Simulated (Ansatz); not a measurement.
# Be4Bi2O (built on the Ca4Bi2O structure): following an unstable mode

Which phase does Be4Bi2O (built on the Ca4Bi2O structure) fall into along its unstable mode, and how much energy does it gain?

Program: Ansatz 0.2.0. Level of theory: DFT PBEsol, scalar-relativistic, plane waves, PAW. Values are calculated unless marked as measured.

The structure was built from a prototype and need not be the compound's stable phase.

**1. Starting point**

Symmetry: I4/mmm, No. 139, tetragonal system. Conventional cell: a = 4.151 Å, b = 4.151 Å, c = 11.965 Å, α = 90.00°, β = 90.00°, γ = 90.00°. Be has 1 O at 1.56 Å nearest. Nearest to Be lie 2 O at 2.08 Å. Nearest to Bi lie 1 Be at 2.60 Å. Nearest to O lie 2 Be at 1.56 Å. Farther neighbours, and contacts between anions beyond the nearest, are not listed.

Coordinates:

```cif
data_structure
_symmetry_space_group_name_H-M 'I4/mmm'
_symmetry_Int_Tables_number 139
_cell_length_a 4.1515
_cell_length_b 4.1515
_cell_length_c 11.9654
_cell_angle_alpha 90.000
_cell_angle_beta 90.000
_cell_angle_gamma 90.000
_cell_volume 206.22
loop_
_atom_site_label
_atom_site_type_symbol
_atom_site_symmetry_multiplicity
_atom_site_Wyckoff_symbol
_atom_site_fract_x
_atom_site_fract_y
_atom_site_fract_z
_atom_site_occupancy
Be1 Be 4 e 0.00000 0.00000 0.36992 1
Be2 Be 4 c 0.00000 0.50000 0.00000 1
Bi1 Bi 4 e 0.00000 0.00000 0.15235 1
O1 O 2 b 0.50000 0.50000 0.00000 1
```

**2. Phonons on a q mesh**

Stability and thermal properties need the whole zone. Linear response on a 2×2×2 q mesh gives force constants as far as a supercell of that size would.

The input, input.yaml:

```yaml
crystal:
  lattice:
    - [-2.0757496891, 2.0757496891, 5.9826857501]
    - [2.0757496891, -2.0757496891, 5.9826857501]
    - [2.0757496891, 2.0757496891, -5.9826857501]
  atoms:
    - { symbol: Be, position: [0.3699222426, 0.3699222426, 0.0] }
    - { symbol: Be, position: [0.5, 0.0, 0.5] }
    - { symbol: Be, position: [0.6300777574, 0.6300777574, 0.0] }
    - { symbol: Be, position: [0.0, 0.5, 0.5] }
    - { symbol: Bi, position: [0.1523523208, 0.1523523208, 0.0] }
    - { symbol: Bi, position: [0.8476476792, 0.8476476792, 0.0] }
    - { symbol: O, position: [0.5, 0.5, 0.0] }
kpoints:
  mp_grid: { grid: [12, 12, 12] }
hamiltonian:
  xc: pbesol
scf:
  occupations: { method: methfessel_paxton, width: 0.2 }
output:
  eigenvalues: true
phonons:
  method: dfpt
  qmesh: [2, 2, 2]
  temperatures: { t_max: 1000, t_step: 50 }
  qpath:
    path:
      - [[0.0, 0.0, 0.0], [0.0, 0.0, 0.5], [0.25, 0.25, 0.25], [0.0, 0.5, 0.0], [0.0, 0.0, 0.0], [0.5, 0.5, -0.5], [0.28009522, 0.71990478, -0.28009522]]
      - [[-0.28009522, 0.28009522, 0.28009522], [0.0, 0.0, 0.0]]
      - [[0.0, 0.0, 0.5], [-0.06019045, 0.06019045, 0.5]]
      - [[0.5, 0.5, -0.06019045], [0.5, 0.5, -0.5]]
    npoints: 10
```

Launch:

```
$ ansatz run input.yaml --threads 8 --pin off --max-ram 14336MiB --backend cpu --events-out ev --progress --plain --runs-dir out
```

What it wrote:

```text
Warning: phonons: the dynamical matrix that this run interpolates holds no multipole term above the dipole-dipole one, and a site of this crystal is no centre of inversion, so its interpolated transverse optical and acoustic branches and sound speeds can stay off near Gamma, and the density of states and the thermodynamics with them. What a run solves at a wave vector of phonons.qpoints, Gamma apart, where the deck admits one, is free of this, and under fd what a larger phonons.supercell samples
Engine: ansatz 0.2.0, x86_64-unknown-linux-gnu
Pseudopotentials: kind: paw
Pseudopotential: Be, paw, valence charge 2, recommended cutoff 420 eV (normal), Be.paw.azcp
Pseudopotential: Bi, paw, valence charge 15, recommended cutoff 420 eV (normal), Bi.paw.azcp
Pseudopotential: O, paw, valence charge 6, recommended cutoff 420 eV (normal), O.paw.azcp
Functional definition: PBEsol
  exchange = pbesol_x
  correlation = pbesol_c
Crystal: 7 atoms, lattice volume = 103.111 Å³
Basis set: ecut = 420 eV, 2007 PW (Γ), exchange–correlation on 90×90×90 points (8 copies of the dense FFT grid, shifted against one another)
Bands: 29, of which v1, the nominal top of the filled ones, is band 22 counted from 1 (21 counted from 0)
Symmetry: 16 space group operations
k-points: 163 of 1728
Non-local potential: Be, projectors of the file, l = 0: 2, l = 1: 2, l = 2: 1
Non-local potential: Bi, projectors of the file, l = 0: 2, l = 1: 2, l = 2: 2, l = 3: 2
Non-local potential: O, projectors of the file, l = 0: 2, l = 1: 2, l = 2: 1
PAW form: soft (Blöchl's): semilocal exchange-correlation on the pseudo side does not see the compensation charge
PAW frozen core: Be, regenerated for the run's functional, and the local potential with it (the file was generated under x = pbe(κ = 0.804, μ = 0.219515), c = pbe(β = 0.066725))
PAW frozen core: Bi, regenerated for the run's functional, and the local potential with it (the file was generated under x = pbe(κ = 0.804, μ = 0.219515), c = pbe(β = 0.066725))
PAW frozen core: O, regenerated for the run's functional, and the local potential with it (the file was generated under x = pbe(κ = 0.804, μ = 0.219515), c = pbe(β = 0.066725))
PAW one-centre angular grid: Be, 110 points (default); XC on 64 Gauss nodes
PAW one-centre angular grid: Bi, 590 points (default); XC on 64 Gauss nodes
PAW one-centre angular grid: O, 110 points (default); XC on 64 Gauss nodes
Initial density: superposition of atomic densities (neutral atoms: chi_scale 0, normalization atom), corrected by the library's trained network
Initial wavefunctions: pseudopotential atomic-orbital guess
Functional: x = pbesol(κ = 0.804, μ = 0.123457), c = pbesol(β = 0.046)
SCF iter   1: F=—  HF=-25404.267266 eV  |F-HF|=—  |Δ(HF+E_count)|=         —  Δρ=9.23e-3  dr2=1.18e-1  ethr=1.77e-3  ⟨swp⟩=7.1  Hψ=24562  notcnv=0
preconditioner: auto → Kerker (q_TF=auto, 2.367 Å⁻¹)  [metal: Δε(μ)=0.007 eV  Ē_g=17.084 eV  σ=0.200 eV  W_gap=0.03  n_scr=24 (ndim 8)  ℏωp=24.3 eV  f_vac=0.000  D(μ)=0.90/eV (n_scr^D=2)]
SCF iter   2: F=—  HF=-25404.238018 eV  |F-HF|=—  |Δ(HF+E_count)|=   2.92e-2  S|Δr|=    0.00e0  Δρ=3.51e-3  dr2=2.36e-2  ethr=2.69e-4  ⟨swp⟩=2.1  Hψ=6994  notcnv=0
SCF iter   3: F=—  HF=-25404.232813 eV  |F-HF|=—  |Δ(HF+E_count)|=   5.21e-3  S|Δr|=    0.00e0  Δρ=1.77e-3  dr2=7.24e-3  ethr=5.36e-5  ⟨swp⟩=1.5  Hψ=5243  notcnv=0
SCF iter   4: F=—  HF=-25404.230675 eV  |F-HF|=—  |Δ(HF+E_count)|=   2.14e-3  S|Δr|=    0.00e0  Δρ=3.61e-4  dr2=1.42e-4  ethr=1.64e-5  ⟨swp⟩=2.5  Hψ=7045  notcnv=0
SCF iter   5: F=—  HF=-25404.230638 eV  |F-HF|=—  |Δ(HF+E_count)|=   3.67e-5  S|Δr|=    0.00e0  Δρ=8.60e-5  dr2=1.23e-5  ethr=3.23e-7  ⟨swp⟩=2.6  Hψ=8104  notcnv=0
SCF iter   6: F=—  HF=-25404.230645 eV  |F-HF|=—  |Δ(HF+E_count)|=   7.34e-6  S|Δr|=    0.00e0  Δρ=3.48e-5  dr2=2.20e-6  ethr=2.79e-8  ⟨swp⟩=2.8  Hψ=8313  notcnv=0
SCF iter   7: F=—  HF=-25404.230671 eV  |F-HF|=—  |Δ(HF+E_count)|=   2.60e-5  S|Δr|=    0.00e0  Δρ=7.66e-6  dr2=1.36e-7  ethr=4.99e-9  ⟨swp⟩=2.4  Hψ=6061  notcnv=0
SCF iter   8: F=—  HF=-25404.230671 eV  |F-HF|=—  |Δ(HF+E_count)|=   2.67e-9  S|Δr|=    0.00e0  Δρ=2.36e-6  dr2=1.08e-8  ethr=3.08e-10  ⟨swp⟩=2.0  Hψ=5454  notcnv=0
SCF iter   9: F=—  HF=-25404.230671 eV  |F-HF|=—  |Δ(HF+E_count)|=  4.58e-10  S|Δr|=    0.00e0  Δρ=7.00e-7  dr2=5.29e-10  ethr=2.45e-11  ⟨swp⟩=2.1  Hψ=6554  notcnv=0
SCF iter  10: F=—  HF=-25404.230671 eV  |F-HF|=—  |Δ(HF+E_count)|=  5.09e-11  S|Δr|=    0.00e0  Δρ=1.54e-7  dr2=3.25e-11  ethr=1.20e-12  ⟨swp⟩=2.1  Hψ=8003  notcnv=0
[...]
SCF 1 converged in 11 iterations: F = -25404.230671 eV  dr2 = 3.76e-12
  greatest PAW one-centre occupation: 0.987 electrons in one spin orbital (limit 2), on the Bi atom at site 5 (counted from 0), in its partial waves of l = 2
Initial density: read from a saved state, or passed on in memory by an earlier SCF of this step, an earlier step, the calling program or the single point that the run made first
[...]
SCF iter   1: F=—  HF=-25404.230643 eV  |F-HF|=—  |Δ(HF+E_count)|=         —  Δρ=3.69e-6  dr2=7.57e-9  ethr=9.97e-7  ⟨swp⟩=3.2  Hψ=36425  notcnv=0
eigensolver tolerance schedule: the retry pair's looser diagonalisation over-reported the residual by 57918.08 of it (diagonalisation noise at an unbounded share of the residual, at the tolerance the schedule requests for it); recorded, not acted on — ethr = c·dr2/N_el stays at c = 1.0e-1
preconditioner: auto → Kerker (q_TF=auto, 2.367 Å⁻¹)  [metal: Δε(μ)=0.029 eV  Ē_g=17.069 eV  σ=0.200 eV  W_gap=0.12  n_scr=24 (ndim 8)  ℏωp=24.3 eV  f_vac=0.000  D(μ)=0.95/eV (n_scr^D=2)]
SCF iter   2: F=—  HF=-25404.230671 eV  |F-HF|=—  |Δ(HF+E_count)|=   2.83e-5  S|Δr|=    0.00e0  Δρ=2.13e-6  dr2=2.68e-9  ethr=1.72e-11  ⟨swp⟩=3.9  Hψ=13358  notcnv=0
SCF iter   3: F=—  HF=-25404.230671 eV  |F-HF|=—  |Δ(HF+E_count)|=  8.59e-10  S|Δr|=    0.00e0  Δρ=1.36e-6  dr2=1.05e-9  ethr=6.10e-12  ⟨swp⟩=2.0  Hψ=7388  notcnv=0
SCF iter   4: F=—  HF=-25404.230671 eV  |F-HF|=—  |Δ(HF+E_count)|=  3.60e-10  S|Δr|=    0.00e0  Δρ=7.80e-7  dr2=3.38e-10  ethr=2.39e-12  ⟨swp⟩=2.0  Hψ=6921  notcnv=0
SCF iter   5: F=—  HF=-25404.230671 eV  |F-HF|=—  |Δ(HF+E_count)|=  5.09e-11  S|Δr|=    0.00e0  Δρ=5.96e-7  dr2=1.96e-10  ethr=1.00e-12  ⟨swp⟩=1.0  Hψ=4727  notcnv=0
SCF iter   6: F=—  HF=-25404.230671 eV  |F-HF|=—  |Δ(HF+E_count)|=  6.18e-11  S|Δr|=    0.00e0  Δρ=4.67e-7  dr2=1.23e-10  ethr=1.00e-12  ⟨swp⟩=1.0  Hψ=4727  notcnv=0
SCF iter   7: F=—  HF=-25404.230671 eV  |F-HF|=—  |Δ(HF+E_count)|=  7.28e-12  S|Δr|=    0.00e0  Δρ=3.71e-7  dr2=7.67e-11  ethr=1.00e-12  ⟨swp⟩=1.0  Hψ=4727  notcnv=0
SCF iter   8: F=—  HF=-25404.230671 eV  |F-HF|=—  |Δ(HF+E_count)|=  2.91e-11  S|Δr|=    0.00e0  Δρ=2.66e-7  dr2=3.96e-11  ethr=1.00e-12  ⟨swp⟩=1.0  Hψ=4727  notcnv=0
SCF iter   9: F=—  HF=-25404.230671 eV  |F-HF|=—  |Δ(HF+E_count)|=  7.28e-12  S|Δr|=    0.00e0  Δρ=1.52e-7  dr2=1.31e-11  ethr=1.00e-12  ⟨swp⟩=1.0  Hψ=4727  notcnv=0
SCF iter  10: F=-25404.230671 eV  HF=-25404.230671 eV  |F-HF|=3.64e-12  |Δ(HF+E_count)|=  7.28e-12  S|Δr|=    0.00e0  Δρ=4.41e-9  dr2=2.34e-14  ethr=1.00e-12  ⟨swp⟩=3.0  Hψ=9301  notcnv=0
SCF 2 converged in 10 iterations: F = -25404.230671 eV  dr2 = 2.34e-14
phonons: the bands overlap, so this run is a metal and interpolates without the dipole-dipole term. If the crystal is really an insulator or semiconductor, its LO-TO splitting is missing
NSCF: frozen V_eff on 163 k-points
WARN: eigensolver did not converge in 10 slots of this pass, the one above among them; of largest residual over every band (k=48): 1 band(s) unlocked (lowest unlocked band 28, counted from 0; max residual 2.16e-3 eV among the unlocked bands, 2.16e-3 eV over every band); of lowest unlocked band (k=0): band 28
NSCF: frozen V_eff on 280 k-points
DFPT response loops at q = (0, 0, 0) (fractional): preconditioner auto → Kerker (q_TF=auto, 2.367 Å⁻¹) (partly filled bands, converged f_vac=0.000); β = 1.00, the filter's whole step (`scf.mixing.beta` (0.50) is not read by the response loops under this deck's `scf.mixing.preconditioner`; to damp them name `kerker` or `kerker_dos`, under which they read `scf.mixing.beta`, and type it under 1.00, their step now; both keys bind the ground state too); Broyden in place of MSR1
NSCF: frozen V_eff on 952 k-points
DFPT response loops at q = (0, 0, -0.5) (fractional): mixed as the last ones told, above
NSCF: frozen V_eff on 952 k-points
DFPT response loops at q = (0, -0.5, 0) (fractional): mixed as the last ones told, above
NSCF: frozen V_eff on 560 k-points
DFPT response loops at q = (-0.5, -0.5, -0.5) (fractional): mixed as the last ones told, above
SCF converged after 11 iterations
Stability not checked: this state was not tested for a lower state beside it, because cold or Methfessel-Paxton smearing, or corrected tetrahedra, fill the levels in a way that the test cannot read (fill_not_monotonic; see scf.lower_state_search)
Free energy (F): -25404.230671 eV
Harris-Foulkes:  -25404.230671 eV  (|F-HF|=3.64e-12)
Internal energy: -25404.230905 eV  (E = F + TS)
E sigma→0 (E₀):  -25404.230730 eV
Entropy (-TS):   0.000233 eV (0.033 meV/atom)
Fermi energy:    10.861434 eV
--- Per-component energies (eV) ---
  E_band       = -158.366919
  E_kinetic    = 860.072038
  E_local      = -3379.356991  (includes V_loc(G=0)·N_el)
  E_nonlocal   = 1186.678254
  E_hartree    = 1126.341375
  E_xc         = -449.012434
  E_vxc        = -461.963863  (∫ρ·V_xc dr)
  E_paw        = -21401.237544  (= ΣΔE_a)
  E_vpaw       = -616.480675  (= ΣTr[D̂ρ^β])
  E_aug_tail   = 0.001557  (compensation charges beyond the density's cutoff)
  E_ewald      = -3347.970077
  E_core_change = 0.252918  (= ΣΔE_core)
  E_smearing   = 0.000233  (= −TS)
  E_closure    = -0.000000  (closes the sum)
  Σ components = -25404.230671   (vs F -25404.230671, Δ=0.00e0)
--- Band table (eV; the first three rows and the last of 163) ---
  k-point 0: bands = [... 18 lower, 8.3535, 8.4655, 9.8904, 9.8904, 10.7094, 11.5479, 11.8790, 14.5929, ... 3 higher]
  k-point 1: bands = [... 18 lower, 7.9318, 8.9988, 9.4571, 9.4575, 11.3560, 12.3556, 12.4397, 14.1623, ... 3 higher]
  k-point 2: bands = [... 18 lower, 7.1225, 7.7609, 8.9679, 10.7570, 12.4620, 12.7760, 13.5358, 13.6632, ... 3 higher]
  k-point 162: bands = [... 18 lower, 8.5651, 8.5651, 10.2584, 10.2584, 10.5139, 10.6533, 12.4064, 12.9351, ... 3 higher]
--- Phonons (Γ-DFPT): 9 representative perturbations + reference (Σ response iterations 29) ---
  ASR residual: 1.153e-4 → 0.000e0 eV/Å²; symmetrization residual: 3.011e-6 eV/Å²
  ASR residual per site (eV/Å²): 1.64e-5 5.44e-5 1.64e-5 5.44e-5 2.81e-5 2.81e-5 1.15e-4
  Γ frequencies (cm⁻¹): -441.99 -441.99 -225.16 -225.16 -208.36 -208.36 0.00 0.00 0.00 80.62 80.62 122.32 150.96 150.96 238.60 260.84 263.45 263.45 372.60 695.38 934.87
--- Phonons (arbitrary-q DFPT): 4 irreducible q on the 2×2×2 mesh ---
  q = [0.0000, 0.0000, 0.0000] (star 1, of the zone-centre solve; hermiticity 2.12e-7, symmetrization 5.15e-14): -441.99 -441.99 -225.16 -225.16 -208.36 -208.36 -0.00 -0.00 0.00 80.62 80.62 122.32 150.96 150.96 238.60 260.84 263.45 263.45 372.60 695.38 934.87
  q = [0.0000, 0.0000, -0.5000] (star 2, 9 solved perturbations in 3696 linear systems a pass and spin channel, the states on 476 of 1728 k-point pairs; hermiticity 1.57e-7, symmetrization 6.17e-14): -279.57 -238.40 -217.82 -177.12 -159.61 -92.19 -66.53 71.59 75.95 89.04 100.37 110.01 117.66 203.22 238.64 252.41 252.58 252.65 342.52 724.53 938.00
  q = [0.0000, -0.5000, 0.0000] (star 4, 15 solved perturbations on 476 of 1728 k-point pairs; hermiticity 1.98e-7, symmetrization 5.63e-14): -430.71 -179.93 -128.67 -33.33 24.91 50.82 52.23 67.87 70.06 83.85 98.72 106.30 160.93 214.44 217.89 265.41 279.03 369.19 371.81 729.16 921.37
  q = [-0.5000, -0.5000, -0.5000] (star 1, 9 solved perturbations in 2169 linear systems a pass and spin channel, the states on 280 of 1728 k-point pairs; hermiticity 1.99e-7, symmetrization 7.83e-14): -443.10 -443.10 -219.24 -219.24 -208.13 -208.13 48.22 48.22 61.75 61.75 94.93 106.62 175.66 175.66 219.74 234.35 269.68 269.68 405.59 707.55 957.31
  sum rule: each row above includes the acoustic sum rule's correction from the zone centre's row sums; it moved no ω² by more than (1.40 cm⁻¹)²
  mesh force constants: q→R imaginary residual 2.65e-18; ASR residual 1.153e-4 → 0.000e0 eV/Å²; symmetrization residual 1.066e-14 eV/Å²
  interpolated dispersion: 94 rows × 21 modes
  density of states and harmonic sums: on the 16×16×22 q-mesh, interpolated from the force constants of a 2×2×2 supercell (no non-analytic term)
  largest difference from the sums on the solved wave vectors: F 8.61e-2 eV, S 1.25e-4 and C_V 3.87e-5 eV/K
  zero-point energy: 0.239519 eV/cell   skipped modes (ω ≤ 0): 8835, of them read as no rigid motion or as one in doubt: 8832 (6.077e0 modes/cell left out, lowest -443.10 cm⁻¹)   left out of the sums: 2.89e-1 of the cell's modes: C_V's classical limit lies that fraction below 3 k_B per atom; for a crystal, a wire or a layer, F and S can be off by more, and a phonons.interpolated_qmesh denser along its periods is the remedy for the sampling
```

It took 13 min on 8 threads of AMD EPYC 7R43, shared host; peak memory 4 GiB.

Read from the output:

- volume per atom: 14.73 Å³
- gap on the k-mesh: 0 eV
- sum-rule residual before enforcement: 1.15e-4 eV/Å²
- lowest frequency on the path: -443.1 cm⁻¹
- point group: 4/mmm
- highest frequency on path, mesh or solved points: 957.3 cm⁻¹
- highest optical mode at the zone centre (no LO-TO term): 934.9 cm⁻¹
- lowest optical zone-centre mode: -442.0 cm⁻¹
- lowest mode on the q mesh (acoustic modes at Γ apart): -443.1 cm⁻¹

Frequencies (cm⁻¹) solved at each irreducible wavevector; negative means imaginary. Frequencies by wavevector, by row:

```csv
q in reciprocal lattice units,star,mode 1,mode 2,mode 3,mode 4,mode 19,mode 20,mode 21
0 0 0,1,-442,-442,-225.2,-225.2,372.6,695.4,934.9
0 0 -0.5,2,-279.6,-238.4,-217.8,-177.1,342.5,724.5,938
0 -0.5 0,4,-430.7,-179.9,-128.7,-33.3,371.8,729.2,921.4
-0.5 -0.5 -0.5,1,-443.1,-443.1,-219.2,-219.2,405.6,707.5,957.3
```

Interpolated from a 2×2×2 q mesh, rough between the solved points. Phonon branches along the path, in cm⁻¹:

| point | branch 1 | branch 2 | branch 3 | branch 4 | branch 18 | branch 19 | branch 20 | branch 21 |
| --- | --- | --- | --- | --- | --- | --- | --- | --- |
| Γ | -442 | -442 | -225 | -225 | 264 | 373 | 695 | 935 |
| halfway | -383 | -328 | -130 | -110 | 310 | 332 | 718 | 926 |
| X | -280 | -238 | -218 | -177 | 253 | 342 | 724 | 938 |
| halfway | -280 | -236 | -222 | -174 | 253 | 344 | 724 | 938 |
| P | -280 | -229 | -229 | -168 | 253 | 345 | 724 | 938 |
| halfway | -373 | -171 | -153 | -121 | 305 | 346 | 726 | 930 |
| N | -431 | -180 | -129 | -33 | 369 | 372 | 729 | 921 |
| halfway | -436 | -352 | -151 | -133 | 303 | 366 | 712 | 928 |
| Γ | -442 | -442 | -225 | -225 | 264 | 373 | 695 | 935 |
| halfway | -442 | -442 | -222 | -222 | 264 | 390 | 701 | 946 |
| M | -443 | -443 | -219 | -219 | 270 | 406 | 708 | 957 |
| halfway | -438 | -374 | -171 | -170 | 297 | 382 | 717 | 944 |
| S | -431 | -224 | -87 | -76 | 348 | 368 | 729 | 924 |
| jump to S0 | -431 | -224 | -87 | -76 | 348 | 368 | 729 | 924 |
| halfway | -434 | -330 | -131 | -121 | 305 | 364 | 715 | 924 |
| Γ | -442 | -442 | -225 | -225 | 264 | 373 | 695 | 935 |
| jump to X | -280 | -238 | -218 | -177 | 253 | 342 | 724 | 938 |
| halfway | -285 | -238 | -210 | -175 | 258 | 342 | 725 | 938 |
| R | -297 | -239 | -191 | -170 | 266 | 341 | 725 | 937 |
| jump to G′ | -297 | -239 | -191 | -170 | 266 | 341 | 725 | 937 |
| halfway | -392 | -358 | -155 | -142 | 310 | 356 | 721 | 939 |
| M | -443 | -443 | -219 | -219 | 270 | 406 | 708 | 957 |

Symmetry leaves 4 wavevectors to solve. The lowest mode among them, the acoustic zeros apart, lies at q = (-0.5, -0.5, -0.5) and is imaginary, 443.1i cm⁻¹, so the energy falls along it.

**3. The mode frozen in, largest atomic shift 0 Å**

The mode followed lies at Γ with frequency 442.0i cm⁻¹ and is 2-fold degenerate, one of the unstable modes though not the softest. At small amplitude the pattern taken leaves space group no. 42 by a symmetry search on the positions. The undistorted cell that holds it gives the zero of energy on the same k mesh.

input.yaml, the sections that differ from step 2:

```yaml
output:
  forces: true
  stress: true
  eigenvalues: true
# crystal, kpoints, hamiltonian, scf: as in step 2
# phonons: removed
```

What it wrote:

```text
[...]
k-point 0: bands = [... 18 lower, 8.3535, 8.4655, 9.8904, 9.8904, 10.7094, 11.5479, 11.8790, 14.5929, ... 3 higher]
  k-point 1: bands = [... 18 lower, 7.9318, 8.9988, 9.4571, 9.4575, 11.3560, 12.3556, 12.4397, 14.1623, ... 3 higher]
  k-point 2: bands = [... 18 lower, 7.1225, 7.7609, 8.9679, 10.7570, 12.4619, 12.7760, 13.5358, 13.6632, ... 3 higher]
  k-point 162: bands = [... 18 lower, 8.5651, 8.5651, 10.2584, 10.2584, 10.5139, 10.6533, 12.4063, 12.9351, ... 3 higher]
[key lines of the parts left out:]
SCF converged after 8 iterations
Free energy (F): -25404.230671 eV
Fermi energy:    10.861421 eV
P = ⅓ Tr σ = 0.0004 GPa (0.004 kbar)
```

Elapsed: 3.4 s, on 8 threads; peak memory 0.75 GiB.

This step gave:

| Item | Value |
| --- | --- |
| pressure | 3.93e-4 GPa |
| energy from the undistorted cell | 0 meV/atom |

The run ends at a pressure of 0.00 GPa, with forces up to 1.8e-4 eV/Å.

(Continued in part 2 of 3.)

[Long decimals in the printed logs are rounded to 6 places.]

[Logs are printed without paths, hosts, clocks, repeated set-up lines and the standing remarks that a program may print on its own settings, such as how far it seeks lower states.]

[Hosts, paths, dates, database ids (printed as entryN), source tags and the programs' standing remarks are cut or masked in the printed files.]

[Where the starting crystal was built by hand or by swapping elements, it need not be the compound's stable phase.]
